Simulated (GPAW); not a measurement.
**Dielectric function and optical constants of GaAs**

Wanted: where GaAs starts to absorb, how strongly, and its refractive index.

Calculated with GPAW 26.7.0; DFT, PBE, plane-wave PAW (GPAW data sets), scalar-relativistic, RPA, optical limit.

### 1. The structure

Symmetry: F-43m, No. 216, cubic system. The conventional cell has a = 5.654 Å, b = 5.654 Å, c = 5.654 Å, α = 90.00°, β = 90.00°, γ = 90.00°. Nearest to As lie 4 Ga at 2.45 Å. Nearest to Ga lie 4 As at 2.45 Å. Farther neighbours are not listed.

### 2. Ground state

First the ground state: is it a metal or has it a gap?

This step: DFT, PBE, plane-wave PAW (GPAW data sets), scalar-relativistic, ground state (GPAW 26.7.0).

Contents of gs.py:

```python
from ase import Atoms
from ase.dft.bandgap import bandgap
from gpaw import GPAW, PW, FermiDirac

atoms = Atoms(['As', 'Ga'],
              cell=[[0.000000000000, 2.826850000000, 2.826850000000],
                    [2.826850000000, 0.000000000000, 2.826850000000],
                    [2.826850000000, 2.826850000000, 0.000000000000]],
              scaled_positions=[[0.750000000000, 0.750000000000, 0.750000000000],
                                [0.000000000000, 0.000000000000, 0.000000000000]],
              pbc=[True, True, True])
atoms.calc = GPAW(mode=PW(550), xc='PBE', kpts={'size': (7, 7, 7), 'gamma': True},
                  occupations=FermiDirac(0.05), maxiter=150, txt='gs.txt')
print('energy (eV)', atoms.get_potential_energy())
print('Fermi level (eV)', atoms.calc.get_fermi_level())
print('valence electrons', atoms.calc.get_number_of_electrons())
print('gap (eV)', bandgap(atoms.calc, output=None)[0])
print('direct gap (eV)', bandgap(atoms.calc, direct=True, output=None)[0])
atoms.calc.write('gs.gpw')
```

Launch:

```sh
$ OMP_NUM_THREADS=1 python gs.py
```

Numbers of over 12 decimals in the logs are rounded to 6 here.

What it wrote:

```text
__  _  _
 | _ |_)|_||  |
 |__||  | ||/\| - 26.7.0

Versions:
  Python: 3.12.14
  ASE:    3.29.0
  Numpy:  2.5.5
  Scipy:  1.18.1
  Libxc:  7.0.0

Input parameters:
  mode=PW(ecut=550.0),
  kpts=MonkhorstPack(size=(7, 7, 7), gamma=True),
  maxiter=150,
  occupations=Occupations(name='fermi-dirac', width=0.05, fixmagmom=False),
  xc=XC(name='PBE')

Diagonalizing LCAO Hamiltonian
Converting LCAO to pw mode

                    As

       Ga

Atoms  # Å, Bohr magnetons
|   | symbol |        x |        y |        z |    initial magnetic moments |
| 0 |     As | 4.240275 | 4.240275 | 4.240275 | ( 0.0000,  0.0000,  0.0000) |
| 1 |     Ga | 0.000000 | 0.000000 | 0.000000 | ( 0.0000,  0.0000,  0.0000) |

Unit cell  # Å
| periodic |        x |        y |        z |  lengths |    angles |
|      yes | 0.000000 | 2.826850 | 2.826850 | 3.997770 | 60.000000 |
|      yes | 2.826850 | 0.000000 | 2.826850 | 3.997770 | 60.000000 |
|      yes | 2.826850 | 2.826850 | 0.000000 | 3.997770 | 60.000000 |

Number of symmetries: 24
Symmetry operations  # r_c * U_cc + t_c -> r_c
|    | kind |            matrix            |
|  0 |  E   |  1, 0, 0,  0, 1, 0,  0, 0, 1 |
|  1 |  σ   |  1, 0, 0,  0, 0, 1,  0, 1, 0 |
|  2 |  σ   |  1, 0,-1,  0, 1,-1,  0, 0,-1 |
|  3 |  C3  |  1, 0,-1,  0, 0,-1,  0, 1,-1 |
|  4 |  C3  |  1,-1, 0,  0,-1, 1,  0,-1, 0 |
|  5 |  σ   |  1,-1, 0,  0,-1, 0,  0,-1, 1 |
|  6 |  σ   |  0, 1, 0,  1, 0, 0,  0, 0, 1 |
|  7 |  C3  |  0, 1, 0,  0, 0, 1,  1, 0, 0 |
|  8 |  C2  |  0, 1,-1,  1, 0,-1,  0, 0,-1 |
|  9 |  S4  |  0, 1,-1,  0, 0,-1,  1, 0,-1 |
| 10 |  C3  |  0, 0, 1,  1, 0, 0,  0, 1, 0 |
| 11 |  σ   |  0, 0, 1,  0, 1, 0,  1, 0, 0 |
| 12 |  S4  |  0, 0,-1,  1, 0,-1,  0, 1,-1 |
| 13 |  C3  |  0, 0,-1,  0, 1,-1,  1, 0,-1 |
| 14 |  S4  |  0,-1, 1,  1,-1, 0,  0,-1, 0 |
| 15 |  C2  |  0,-1, 1,  0,-1, 0,  1,-1, 0 |
| 16 |  C3  |  0,-1, 0,  1,-1, 0,  0,-1, 1 |
| 17 |  S4  |  0,-1, 0,  0,-1, 1,  1,-1, 0 |
| 18 |  S4  | -1, 1, 0, -1, 0, 1, -1, 0, 0 |
| 19 |  C3  | -1, 1, 0, -1, 0, 0, -1, 0, 1 |
| 20 |  C3  | -1, 0, 1, -1, 1, 0, -1, 0, 0 |
| 21 |  S4  | -1, 0, 1, -1, 0, 0, -1, 1, 0 |
| 22 |  σ   | -1, 0, 0, -1, 1, 0, -1, 0, 1 |
| 23 |  C2  | -1, 0, 0, -1, 0, 1, -1, 1, 0 |

BZ-sampling:
  Number of BZ points: 343
  Number of IBZ points: 20

  Monkhorst-Pack size: [7, 7, 7]
  Monkhorst-Pack shift: [0, 0, 0]

K-points  # in reciprocal-cell coordinates
|     |                                coordinates |     weight |
|   0 | (  0.00000000,   0.00000000,   0.00000000) | 0.00291545 |
|   1 | (  0.14285714,   0.14285714,   0.00000000) | 0.01749271 |
|   2 | (  0.14285714,   0.14285714,   0.14285714) | 0.02332362 |
|   3 | (  0.28571429,   0.14285714,   0.14285714) | 0.03498542 |
|   4 | (  0.28571429,   0.28571429,   0.00000000) | 0.01749271 |
|   5 | (  0.28571429,   0.28571429,   0.14285714) | 0.06997085 |
|   6 | (  0.28571429,   0.28571429,   0.28571429) | 0.02332362 |
|   7 | (  0.42857143,  -0.28571429,  -0.28571429) | 0.03498542 |
|   8 | (  0.42857143,   0.28571429,  -0.42857143) | 0.13994169 |
|   9 | (  0.42857143,   0.28571429,  -0.28571429) | 0.06997085 |
| ... |                                            |            |
|  19 | (  0.42857143,   0.42857143,   0.42857143) | 0.02332362 |

Plane wave coefficients: 1363
Cutoff: 550.0 eV

Spin-components: 1 (collinear spins)
Bands:           8
Projectors:      10
Spin-degeneracy: 2
Datatype:        complex128

Parallelization:
  kpt:    1
  domain: 1
  band:   1

Density:
  Valence electrons: 8.0
  Components: 1
  Grid points: [24 24 24]
  Charge: 0.0  # |e|

Potential:
  Grid points: [24 24 24]

species:
  As:
    name:    Arsenic
    id:
    Z:       33.0
    valence: 5
    core:    28
    charge:  0.0  # [|e|]
    compensation charges:
      type: gauss
      rc: 0.33  # [Å]
      lmax: 2
    cutoffs:
      filter: 1.87  # [Å]
      core: 2.96  # [Å]
    projectors
    | kind |    occ | energy [eV] | rcut [Å] |
    |   4s |  2.000 |     -14.487 |    1.058 |
    |   4p |  3.000 |      -5.196 |    1.058 |
    |    s |        |      12.725 |    1.058 |
    |    p |        |      22.016 |    1.058 |
    |    d |        |       0.000 |    1.058 |

    Using partial waves for As as LCAO basis

  Ga:
    name:    Gallium
    id:
    Z:       31.0
    valence: 3
    core:    28
    charge:  0.0  # [|e|]
    compensation charges:
      type: gauss
      rc: 0.37  # [Å]
      lmax: 2
    cutoffs:
      filter: 2.06  # [Å]
      core: 4.17  # [Å]
    projectors
    | kind |    occ | energy [eV] | rcut [Å] |
    |   4s |  2.000 |      -8.945 |    1.164 |
    |   4p |  1.000 |      -2.580 |    1.164 |
    |    s |        |      18.266 |    1.164 |
    |    p |        |      24.631 |    1.164 |
    |    d |        |       0.000 |    1.164 |

    Using partial waves for Ga as LCAO basis

Reference energy: -114387.645129  # eV

eigensolver:
  PPCG
  Converge bands: occupied
  niter=2

density mixing:
  MSR1-Mixer
  Pratt-step length: 0.05
  Maximum mixing coefficient: 0.75
  Old densities: 10
  SVD Regularization: 0.005
  Good broyden scale: 1.0
  Trust region scale: 1.0
  Backstep threshold: 4.0
  History deletion threshold: 6.0
  Fourier metric: weight=20.0, sigma=0.015

occupation numbers:
  Fermi-Dirac:
    width: 0.0500  # eV

poisson solver:
  ecut: 4400.0  # eV

xc functional:
  name: PBE with 2 nearest neighbor stencil

convergence criteria:
- Maximum [total energy] change in last 3 cyles: 0.0005 eV / valence electron
- Maximum integral of absolute [dens]ity change: 0.0001 electrons / valence electron
- Maximum integral of absolute [eigenst]ate change: 4e-08 eV^2 / valence electron
maximum number of iterations: 150

SCF iterations
|iter     |      energy | eigst |  dens |
|iter:   1||   -8.311881 | -0.65 |       |
|iter:   2||   -8.294620 | -2.93 | -0.89 |
|iter:   3||   -8.220965 | -2.06 | -0.92 |
|iter:   4||   -8.222936 | -3.68 | -1.52 |
|iter:   5||   -8.223227c| -4.58 | -2.04 |
|iter:   6||   -8.223247c| -5.82 | -2.77 |
|iter:   7||   -8.223248c| -7.21 | -3.53 |
|iter:   8||   -8.223248c| -8.32c| -4.08c|

Converged in 8 steps
SCF loop duration: 3.242 s (0.405 s/step)
Energy contributions relative to reference atoms: (reference = -114387.645129)

Energy contributions:
  Kinetic:          26.951896
  Coulomb:         -23.830456
  Zero:              0.019440
  External:          0.000000
  Xc:              -11.364118
  Entropy:          -0.000020
  Spinorbit:         0.000000
  ----------------------------
  Free energy:      -8.223258
  Extrapolated:     -8.223248

dipole moment: (-10.965906, -10.965906, -10.965906)  # |e|*Ang

Fermi level: 5.245
Eigenvalues  # (at kpt = [0.000, 0.000, 0.000])
| band index |      eig [eV] | occ [0-2] |
|          0 |        -7.773 |     2.000 |
|          1 |         4.924 |     1.997 |
|          2 |         4.924 |     1.997 |
|          3 |         4.924 |     1.997 |
|          4 |         5.510 |     0.010 |
|          5 |         8.695 |     0.000 |
|          6 |         8.695 |     0.000 |
|          7 |         8.695 |     0.000 |

Gap: 0.586 eV
Transition (v -> c):
  (s=0, k=0, n=3, [0.00, 0.00, 0.00]) -> (s=0, k=0, n=4, [0.00, 0.00, 0.00])
No difference between direct/indirect transitions

--- standard output ---
energy (eV) -8.223248
Fermi level (eV) 5.244552
valence electrons 8.0
gap (eV) 0.585887
direct gap (eV) 0.585887
```

Run time: 4.2 s. Hardware: 1 thread of Arm Neoverse V2, shared host; peak memory 0.14 GiB.

This step gave:

```
energy                 : -8.223 eV
Fermi energy           : 5.245 eV
gap on the k-mesh      : 0.5859 eV
direct gap on the mesh : 0.5859 eV
electrons              : 8
```

There is a gap, 0.59 eV on this mesh (points off the mesh can give less), so no carriers' term is needed.

### 3. Bands for the response

At the fixed density, many empty bands are solved on the mesh of the response, since the spectrum sums over them.

This step: DFT, PBE, plane-wave PAW (GPAW data sets), scalar-relativistic, bands at fixed density (GPAW 26.7.0).

Contents of nscf.py:

```python
from ase.dft.bandgap import bandgap
from gpaw import GPAW, FermiDirac

calc = GPAW('gs.gpw').fixed_density(kpts={'size': (11, 11, 11), 'gamma': True}, nbands=37, convergence={'bands': 31},
                                    occupations=FermiDirac(0.001), txt='nscf.txt')
print('gap (eV)', bandgap(calc, output=None)[0])
print('direct gap (eV)', bandgap(calc, direct=True, output=None)[0])
print('top band over the Fermi level (eV)', min(calc.get_eigenvalues(kpt=k)[30] for k in range(len(calc.get_ibz_k_points()))) - calc.get_fermi_level())
calc.write('full.gpw', mode='all')
```

Launch:

```sh
$ OMP_NUM_THREADS=1 python nscf.py
```

What it wrote:

```text
Diagonalizing LCAO Hamiltonian
Converting LCAO to pw mode
convergence criteria:
- Maximum integral of absolute [eigenst]ate change: 4e-08 eV^2 / valence electron
maximum number of iterations: 150

SCF iterations
|iter     |      energy | eigst |  dens |
|iter:   1||             | +3.77 |       |
|iter:   2||             | +2.09 |       |
|iter:   3||             | +0.35 |       |
|iter:   4||             | -0.83 |       |
|iter:   5||             | -2.28 |       |
|iter:   6||             | -3.40 |       |
|iter:   7||             | -4.60 |       |
|iter:   8||             | -5.65 |       |
|iter:   9||             | -6.46 |       |
|iter:  10||             | -7.13 |       |
|iter:  11||             | -7.55c|       |
SCF steps: 11
  __  _  _
 | _ |_)|_||  |
 |__||  | ||/\| - 26.7.0

Versions:
  Python: 3.12.14
  ASE:    3.29.0
  Numpy:  2.5.5
  Scipy:  1.18.1
  Libxc:  7.0.0

Input parameters:
  mode=PW(ecut=550.0),
  convergence={'bands': 31},
  gpts=array([24, 24, 24]),
  kpts=MonkhorstPack(size=(11, 11, 11), gamma=True),
  maxiter=150,
  nbands=37,
  occupations=Occupations(name='fermi-dirac', width=0.001, fixmagmom=False),
  parallel={},
  xc=XC(name='PBE')

--- standard output ---
gap (eV) 0.585887
direct gap (eV) 0.585887
top band over the Fermi level (eV) 31.378746
```

Run time: 48 s. Hardware: 1 thread; peak memory 0.2 GiB.

### 4. Dielectric function, RPA

Local fields let the induced charge screen the field inside the cell, which as a rule lowers ε, most along directions where the density is uneven.

This step: DFT, PBE, plane-wave PAW (GPAW data sets), scalar-relativistic, RPA, optical limit (GPAW 26.7.0).

Contents of df.py:

```python
from gpaw.response.df import DielectricFunction

df = DielectricFunction('full.gpw', frequencies={'type': 'nonlinear', 'domega0': 0.03, 'omega2': 8},
                        ecut=50,
                        eta=0.12,
                        nbands=31,
                        txt='df.txt')
for direction in ['x']:
    df.get_dielectric_function(xc='RPA', direction=direction, filename=f'df_{direction}.csv')
```

Launch:

```sh
$ OMP_NUM_THREADS=1 python df.py
```

What it wrote:

```text
Using integrator: PointIntegrator
NonLinearFrequencyDescriptor(from 0.000 to 47.973 eV, 460 points)
Nonperiodic BCs:  [False False False]
Using integrator: PointIntegrator
NonLinearFrequencyDescriptor(from 0.000 to 47.973 eV, 460 points)
Nonperiodic BCs:  [False False False]

Calculating chi0 body with:
    Ground state adapter containing:
    Number of spins: 1
    Number of kpoints: 1331
    Number of irreducible kpoints: 56
    Number of completely occupied states: 4
    Number of partially occupied states: 4

    Linear response parametrization:
    q_c: [0.0, 0.0, 0.0]
    Number of frequency points: 460
    Planewave cutoff: 50.0
    Number of bands: 31
    Number of planewaves: 27
    Broadening (eta): 0.12

Integrating chi0 body.

Symmetries of q_c:
    Direct symmetries (Uq -> q): 24
    Indirect symmetries (TUq -> q): 24
In total 48 allowed symmetries.

56 groups of equivalent kpoints. 95.792637% reduction.

Integral kind: spectral function

Calculating chi0 optical extensions with:
    Ground state adapter containing:
    Number of spins: 1
    Number of kpoints: 1331
    Number of irreducible kpoints: 56
    Number of completely occupied states: 4
    Number of partially occupied states: 4

    Linear response parametrization:
    Number of frequency points: 460
    Planewave cutoff: 50.0
    Number of bands: 31
    Number of planewaves: 27
    Broadening (eta): 0.12
Integrating chi0 head and wings.

Symmetries of q_c:
    Direct symmetries (Uq -> q): 24
    Indirect symmetries (TUq -> q): 24
In total 48 allowed symmetries.

56 groups of equivalent kpoints. 95.792637% reduction.

Integral kind: spectral function wings
```

Wall time 5 s (1 thread); peak memory 0.21 GiB.

Read-outs, printed or worked out from the files:

```
electronic dielectric constant ε∞, mean over x, y and z (by symmetry where fewer were run) : 16.29
```

Some rows of df_x.csv (energy; Re and Im without local fields; Re and Im with them):

```text
0.000000, 17.293664, 0.000000, 16.288894, 0.000000
0.429336, 19.533399, 3.620378, 18.524502, 3.620697
0.878195, 12.174688, 1.762682, 11.054115, 1.752788
1.347938, 16.867465, 1.916068, 15.624042, 1.853533
1.840057, 18.089513, 4.302962, 16.584309, 4.111397
2.356191, 8.550206, 9.187065, 7.152213, 9.012757
2.898142, 11.905207, 11.175281, 10.239832, 10.410188
3.467895, 12.051844, 9.654655, 9.621695, 8.619136
4.067647, 8.783480, 29.717592, 9.449049, 23.847968
4.699832, 2.832771, 12.905250, 2.252713, 10.147283
5.367152, -6.754701, 8.876576, -6.470789, 8.378953
6.072622, -5.192909, 5.573858, -4.634343, 5.105342
6.819608, -4.145908, 5.652854, -2.894391, 5.151790
7.611886, -3.716005, 2.560935, -3.352167, 2.568605
8.453705, -2.547703, 1.899911, -2.203006, 1.735340
9.349861, -2.191973, 2.041647, -1.518999, 2.025616
10.305790, -1.697606, 1.039675, -1.423529, 1.140107
11.327680, -1.238638, 0.743192, -1.053604, 0.839780
12.422601, -0.856737, 0.591529, -0.697086, 0.647928
13.598673, -0.499741, 0.439090, -0.334902, 0.447535
```

The Im ε, E ∥ x has structure finer than the step of the table below, so its rows give means over 0.5 eV, whole bins alone (the curve runs from 0 to 14.0 eV). Peaks (eV: height): 0.59: 9.68, 2.17: 19.0, 4.20: 26.6, 5.03: 18.2.

Sum at mesh points, not converged in k; values under the direct gap are tails of Lorentzian lines. The Im ε, E ∥ x by photon energy; means over each step:

```csv
photon energy (eV),"Im ε, E ∥ x"
0.5,5.09
1.0,1.60
1.5,3.98
2.0,10.1
2.5,9.59
3.0,11.0
3.5,10.3
4.0,20.5
4.5,12.5
5.0,15.3
5.5,8.32
6.0,6.08
6.5,5.02
7.0,4.85
7.5,2.79
8.0,2.43
8.5,1.91
9.0,1.92
9.5,1.91
10.0,1.29
10.5,1.15
11.0,1.09
11.5,0.844
12.0,0.694
12.5,0.599
13.0,0.504
13.5,0.445
```

The reflectivity at normal incidence, E ∥ x has structure finer than the step of the table below, so its rows give means over 0.5 eV, whole bins alone (the curve runs from 0 to 14.0 eV). Peaks (eV: height): 4.33: 62.6, 5.22: 63.1, 5.92: 61.0, 7.27: 62.0, 8.39: 56.0, 9.82: 55.5, 11.25: 51.9.

Sum at mesh points, not converged in k. The reflectivity at normal incidence, E ∥ x by photon energy; means over each step:

| photon energy (eV) | reflectivity at normal incidence, E ∥ x (%) |
| --- | --- |
| 0.5 | 37.0 |
| 1.0 | 31.0 |
| 1.5 | 36.7 |
| 2.0 | 42.5 |
| 2.5 | 36.6 |
| 3.0 | 38.4 |
| 3.5 | 37.6 |
| 4.0 | 50.0 |
| 4.5 | 50.4 |
| 5.0 | 53.2 |
| 5.5 | 55.8 |
| 6.0 | 57.3 |
| 6.5 | 49.4 |
| 7.0 | 53.3 |
| 7.5 | 59.0 |
| 8.0 | 52.1 |
| 8.5 | 51.0 |
| 9.0 | 46.5 |
| 9.5 | 46.5 |
| 10.0 | 51.9 |
| 10.5 | 46.7 |
| 11.0 | 48.5 |
| 11.5 | 48.9 |
| 12.0 | 50.0 |
| 12.5 | 48.5 |
| 13.0 | 45.2 |
| 13.5 | 42.9 |

The Im ε, E ∥ x has structure finer than the step of the table below, so its rows give means over 0.5 eV, whole bins alone (the curve runs from 0 to 14.0 eV). Peaks (eV: height): without local fields 0.59: 9.63, 2.17: 19.7, 4.16: 31.0, 4.93: 20.6; with local fields 0.59: 9.68, 2.17: 19.0, 4.20: 26.6, 5.03: 18.2.

Sum at mesh points, not converged in k; values under the direct gap are tails of Lorentzian lines. Im ε, E ∥ x against photon energy; means over each step:

```csv
photon energy (eV),without local fields,with local fields
0.5,5.07,5.09
1.0,1.62,1.60
1.5,4.09,3.98
2.0,10.6,10.1
2.5,9.99,9.59
3.0,11.8,11.0
3.5,11.7,10.3
4.0,24.8,20.5
4.5,13.9,12.5
5.0,17.1,15.3
5.5,9.26,8.32
6.0,6.56,6.08
6.5,5.72,5.02
7.0,4.85,4.85
7.5,2.80,2.79
8.0,2.66,2.43
8.5,2.14,1.91
9.0,2.01,1.92
9.5,1.78,1.91
10.0,1.20,1.29
10.5,1.13,1.15
11.0,0.940,1.09
11.5,0.745,0.844
12.0,0.609,0.694
12.5,0.544,0.599
13.0,0.497,0.504
13.5,0.428,0.445
```

Sum at mesh points, not converged in k; values under the direct gap are tails of Lorentzian lines. The loss function −Im 1/ε at q → 0, E ∥ x by energy loss; read off at these points:

energy loss (eV), loss function −Im 1/ε at q → 0, E ∥ x and a bar:
```
      0.0       0.00 
      0.5       0.02 
      1.0       0.01 
      1.5       0.01 
      2.0       0.02 
      2.5       0.04 #
      3.0       0.05 #
      3.5       0.05 #
      4.0       0.04 #
      4.5       0.09 ##
      5.0       0.05 #
      5.5       0.10 ##
      6.0       0.10 ##
      6.5       0.14 ###
      7.0       0.13 ###
      7.5       0.15 ###
      8.0       0.21 #####
      8.5       0.24 #####
      9.0       0.27 ######
      9.5       0.29 ######
     10.0       0.33 #######
     10.5       0.45 ##########
     11.0       0.41 #########
     11.5       0.52 ###########
     12.0       0.55 ############
     12.5       0.70 ################
     13.0       1.06 ########################
     13.5       1.35 ##############################
```

From ε follow the optical constants at some laser and lamp lines:

| wavelength (nm) | n | k | R (%) | 1/α |
| --- | --- | --- | --- | --- |
| 1550 | 3.21 | 0.411 | 28.2 | 301 nm |
| 1064 | 3.71 | 0.160 | 33.2 | 528 nm |
| 532 | 3.06 | 1.658 | 36.4 | 26 nm |
| 450 | 3.57 | 1.436 | 37.8 | 25 nm |
| 365 | 3.18 | 1.432 | 34.8 | 20 nm |
| 308 | 4.23 | 2.590 | 50.3 | 9.5 nm |
| 193 | 1.20 | 2.176 | 49.8 | 7.1 nm |

Below the direct gap, k and the depth come from the tails of the Lorentzian lines, not from transitions.

Rows near the edge hang on the gap, which this functional as a rule makes too small, and phonon-assisted absorption is left out.

### 5. Summary of results

| Item | Value |
| --- | --- |
| electronic dielectric constant ε∞, mean over x, y and z (by symmetry where fewer were run) (RPA) | 16.3 |

In words: At this level (PBE, RPA) GaAs has ε∞ = 16.3 and n = 3.21 at 1550 nm. On the mesh the gap is 0.59 eV and the least direct gap 0.59 eV. Local fields change the static value along x from 17.29 to 16.29 (-6 %). Excitons and phonon-assisted transitions are missing; PBE gaps are as a rule too small, which pulls the onset down and ε∞ up. The sum runs over mesh points 0.17 Å⁻¹ apart with no interpolation, so peaks are partly noise of the mesh; over so small a direct gap single mesh points weigh heavily, so ε∞, n and their changes from run to run can be far off.

[Machine, clock and banner lines and Python warnings are left out of the logs.]

[Logs are printed without paths, hosts, clocks, repeated set-up lines and the standing remarks that a program may print on its own settings, such as how far it seeks lower states.]

[Hosts, paths, dates, database ids (printed as entryN), source tags and the programs' standing remarks are cut or masked in the printed files.]
